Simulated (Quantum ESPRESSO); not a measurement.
# MnS (Alabandite): magnetism against volume, part 2 of 2

Wanted: the trend of the moments of MnS (Alabandite) with volume.

Quantum ESPRESSO 7.5; PBE with U = 4 eV on Mn d (ortho-atomic projectors); plane waves with GBRV 1.5 PBE potentials, no spin-orbit coupling.

So far, absolute magnetization (μB): step 3 (volume 0.92, antiferro q=(0,1/2,1/2) +-) 9.63.

## (5) Volume 1.08, ferro +

pw.in

```
&CONTROL
  calculation = 'scf'
  prefix = 'pwscf'
  outdir = './tmp'
  pseudo_dir = './pseudo'
  disk_io = 'nowf'
  tprnfor = .true.
  tstress = .true.
/
&SYSTEM
  ibrav = 0
  celldm(1) = 8
  nat = 2
  ntyp = 2
  ecutwfc = 40
  ecutrho = 280
  nbnd = 19
  occupations = 'smearing'
  smearing = 'fd'
  degauss = 0.00367493
  nspin = 2
  starting_magnetization(1) = 0.3
  starting_magnetization(2) = 0
/
&ELECTRONS
  conv_thr = 4d-09
  electron_maxstep = 150
  mixing_beta = 0.3
/
ATOMIC_SPECIES
Mn     54.9380 mn_pbe_v1.5.uspp.F.UPF
S      32.0600 s_pbe_v1.4.uspp.F.UPF
CELL_PARAMETERS alat
   0.0000000000000    0.6329800894929    0.6329800894929
   0.6329800894929    0.0000000000000    0.6329800894929
   0.6329800894929    0.6329800894929    0.0000000000000
ATOMIC_POSITIONS crystal
Mn      0.0000000000    0.0000000000    0.0000000000
S       0.5000000000    0.5000000000    0.5000000000
K_POINTS automatic
8 8 8 0 0 0
HUBBARD {ortho-atomic}
U Mn-3d 4.0000
```

On the command line:

```console
$ OMP_NUM_THREADS=1 mpirun -n 2 pw.x -nk 2 -in pw.in > pw.out
```

Log:

```text
     [... lines left out ...]
Program PWSCF v.7.5 starts
     [... lines left out ...]
     number of atoms/cell      =            2
     [... lines left out ...]
     number of electrons       =        21.00
     number of Kohn-Sham states=           19
     kinetic-energy cutoff     =      40.0000  Ry
     charge density cutoff     =     280.0000  Ry
     scf convergence threshold =      4.0E-09
     [... lines left out ...]
     48 Sym. Ops., with inversion, found
     [... lines left out ...]
     number of k points=    29  Fermi-Dirac smearing, width (Ry)=  0.0037
     [... lines left out ...]
     iteration # 11     ecut=    40.00 Ry     beta= 0.30
     [... lines left out ...]
     Magnetic moment per site  (integrated on atomic sphere of radius R)
     atom   1 (R=0.261)  charge= 13.1845  magn=  4.5741
     atom   2 (R=0.261)  charge=  4.8514  magn=  0.0871
     [... lines left out ...]
     Tr[ns(  1)] (up, down, total) =   4.97793  0.22929  5.20722
     [... lines left out ...]
     the Fermi energy is     9.2229 ev
!    total energy              =    -235.32764844 Ry
     estimated scf accuracy    <          2.2E-09 Ry
     smearing contrib. (-TS)   =      -0.00000011 Ry
     [... lines left out ...]
     total magnetization       =     5.00 Bohr mag/cell
     absolute magnetization    =     5.00 Bohr mag/cell
     convergence has been achieved in  11 iterations
     [... lines left out ...]
     Total force =     0.000000     Total SCF correction =     0.000000
     [... lines left out ...]
          total   stress  (Ry/bohr**3)                   (kbar)     P=      -21.78
     [... lines left out ...]
```

Elapsed: 9.3 s, on 2 MPI ranks of Intel Xeon 6975P-C (Granite Rapids), shared host; peak memory 0.23 GiB; 18 s of CPU time.

Read from the output:

| Quantity | Value |
| --- | --- |
| smearing term TS | 1.49e-6 eV |
| pressure | -2.178 GPa |
| magnetization | 5 μB |
| absolute magnetization | 5 μB |
| final state | ferromagnetic |
| largest moment | 4.574 μB |

## (6) An input with a fault

One input was spoiled on purpose, to see how the program answers.

pw.in: that of step 5 with these lines changed.

```diff
@@ -11,3 +11,2 @@
   ibrav = 0
-  celldm(1) = 8
   nat = 2
@@ -19,3 +18,3 @@
   smearing = 'fd'
-  degauss = 0.00367493
+  degaus = 0.00367493
   nspin = 2
@@ -26,3 +25,3 @@
   conv_thr = 4d-09
-  electron_maxstep = 150
+  electron_maxstep = 100
   mixing_beta = 0.3
@@ -32,6 +31,6 @@
 S      32.0600 s_pbe_v1.4.uspp.F.UPF
-CELL_PARAMETERS alat
-   0.0000000000000    0.6329800894929    0.6329800894929
-   0.6329800894929    0.0000000000000    0.6329800894929
-   0.6329800894929    0.6329800894929    0.0000000000000
+CELL_PARAMETERS angstrom
+   0.0000000000    2.6118000000    2.6118000000
+   2.6118000000    0.0000000000    2.6118000000
+   2.6118000000    2.6118000000    0.0000000000
 ATOMIC_POSITIONS crystal
```

Log:

```text
     [... lines left out ...]
Program PWSCF v.7.5 starts
     Error in routine  read_namelists (1):
      bad line in namelist &system: "  degaus = 0.00367493" (error could be in the previous line)
 %%%%%%%%%%%%%%%%%%%%%%%%%%%%%%%%%%%%%%%%%%%%%%%%%%%%%%%%%%%%%%%%%%%%%%%%%%%%%%
     stopping ...
```

Elapsed: 0.64 s, on 2 MPI ranks; peak memory 0.05 GiB.

The program refused the input before any cycle.

The program's message: “read_namelists (1): bad line in namelist &system: " degaus = 0.00367493" (error could be in the previous line)”

A key was misspelt on purpose.

## (7) All points

The runs not shown differ from these in the moved quantity alone.

States, by row:

| volume | ferro + | antiferro q=(0,1/2,1/2) +- | no spin polarisation |
| --- | --- | --- | --- |
| 0.92 | ferromagnetic | antiferromagnetic | non-magnetic |
| 0.96 | ferromagnetic | antiferromagnetic | non-magnetic |
| 1 | ferromagnetic | antiferromagnetic | non-magnetic |
| 1.04 | ferromagnetic | antiferromagnetic | non-magnetic |
| 1.08 | ferromagnetic | antiferromagnetic | non-magnetic |

The largest site moment by volume:

| volume (factor) | ferro + (μB) | antiferro q=(0,1/2,1/2) +- (μB) |
| --- | --- | --- |
| 0.9200 | 4.44 | 4.41 |
| 0.9600 | 4.48 | 4.45 |
| 1.0000 | 4.51 | 4.49 |
| 1.0400 | 4.55 | 4.53 |
| 1.0800 | 4.57 | 4.56 |

The energy less that of the parallel start by volume; values in meV a seeded atom:

| volume (factor) | antiferro q=(0,1/2,1/2) +- | no spin polarisation |
| --- | --- | --- |
| 0.9200 | -35.2 | 4295 |
| 0.9600 | -26.7 | 4500 |
| 1.0000 | -20.3 | 4680 |
| 1.0400 | -15.4 | 4838 |
| 1.0800 | -11.7 | 4977 |

Table of energy over the lowest by volume; values in meV an atom:

| volume (factor) | ferro + | antiferro q=(0,1/2,1/2) +- | no spin polarisation |
| --- | --- | --- | --- |
| 0.9200 | 94.6 | 77.0 | 2242 |
| 0.9600 | 46.0 | 32.7 | 2296 |
| 1.0000 | 18.4 | 8.21 | 2358 |
| 1.0400 | 7.71 | 0 | 2427 |
| 1.0800 | 10.9 | 5.06 | 2499 |

## (8) Outcome

```yaml
moment_parallel_start: 4.44 to 4.57 μB
states_met_from_these_starts: antiferromagnetic and ferromagnetic
```

**Reading.** The moment of the parallel start goes from 4.44 μB at 0.92 to 4.57 μB at 1.08. The net moment of the cell goes from 5 to 5 μB. The radius of the spheres follows the nearest distance, so part of the change of the site moments is the spheres'. The largest moment of the start antiferro q=(0,1/2,1/2) +- lies between 4.41 and 4.56 μB. The start antiferro q=(0,1/2,1/2) +- lies under the parallel one at every finished point, by 11.7 to 35.2 meV a seeded atom.

[Logs and program files are shortened in this print: banners, set-up blocks, solver, clock and traceback lines can be left out without a mark of their own.]

[Logs are printed without paths, hosts, clocks, repeated set-up lines and the standing remarks that a program may print on its own settings, such as how far it seeks lower states.]

[Hosts, paths, dates, database ids (printed as entryN), source tags and the programs' standing remarks are cut or masked in the printed files.]

[Where a cell is said to come from a database of computed structures, the database is the Materials Project.]
